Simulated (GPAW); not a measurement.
GaN (F-43m): refractive index against wavelength

The refractive index of GaN (F-43m) below the direct gap (1.71 eV on the mesh) is read from one computed spectrum, n = √(Re ε).

The structure is cubic, space group F-43m (No. 216). Conventional cell: a = 4.507 Å, b = 4.507 Å, c = 4.507 Å, α = 90.00°, β = 90.00°, γ = 90.00°. Ga on site a is surrounded by 4 N at 1.95 Å. N on site d is surrounded by 4 Ga at 1.95 Å.

Method: GPAW 26.7.0, PBE, RPA, k-mesh 13×13×13, local fields up to 60 eV, Lorentzian half width 0.15 eV.

Launch of the response step: `OMP_NUM_THREADS=1 python df.py`. The run took 36 s, its band step included, on 1 thread of Arm Neoverse V1, with other jobs on the host.

```tsv
wavelength (nm)	photon energy E (eV)	n
3000	0.413	2.4029
2000	0.620	2.4122
1550	0.800	?
1310	0.946	2.4369
1064	1.165	2.4637
```

In the single-oscillator model n² − 1 = E₀E_d/(E₀² − E²), so 1/(n² − 1) = E₀/E_d − E²/(E₀E_d) is linear in E².

Working, on the rows shown:

| x = E² (eV²) | y = 1/(n² − 1) |
| --- | --- |
| 0.170801 | 0.209471 |
| 0.384302 | 0.207524 |
| 0.895757 | 0.202491 |
| 1.35784 | 0.197246 |

Means: x̄ = 0.70218, ȳ = 0.20418. Σ(x − x̄)(y − ȳ) = -0.008748, Σ(x − x̄)² = 0.8508. Slope = -0.008748 / 0.8508 = -0.01028; intercept = ȳ − slope · x̄ = 0.2114. Turned back into n, the line misses the rows shown by at most 0.0015.

**Question.** What does the fit predict for the withheld row, and how well does it do?

**Answer.** At x = 0.63984 the line gives y = 0.20482, that is 2.4253. The run gave 2.4240, so the interpolation is off by 0.0013, 2 % of the range in the table.

Refitted with all rows, the slope is -0.0103 and the intercept 0.21147. These give E₀ = √(intercept/−slope) = 4.53 eV and E_d = E₀/intercept = 21.4 eV; E₀ is 2.7 times the direct gap. The electronic limit at long wavelengths, without lattice vibrations, is n = √(1 + 1/intercept) = 2.393. Excitons are left out; PBE gaps are as a rule too small. The values come from a sum over the points of one k-mesh and carry its error, which grows as the direct gap shrinks. The local-field cutoff holds few shells of reciprocal vectors for this small cell, so ε∞ can read a few per cent high. Spin-orbit coupling is left out.

[Logs are printed without paths, hosts, clocks, repeated set-up lines and the standing remarks that a program may print on its own settings, such as how far it seeks lower states.]
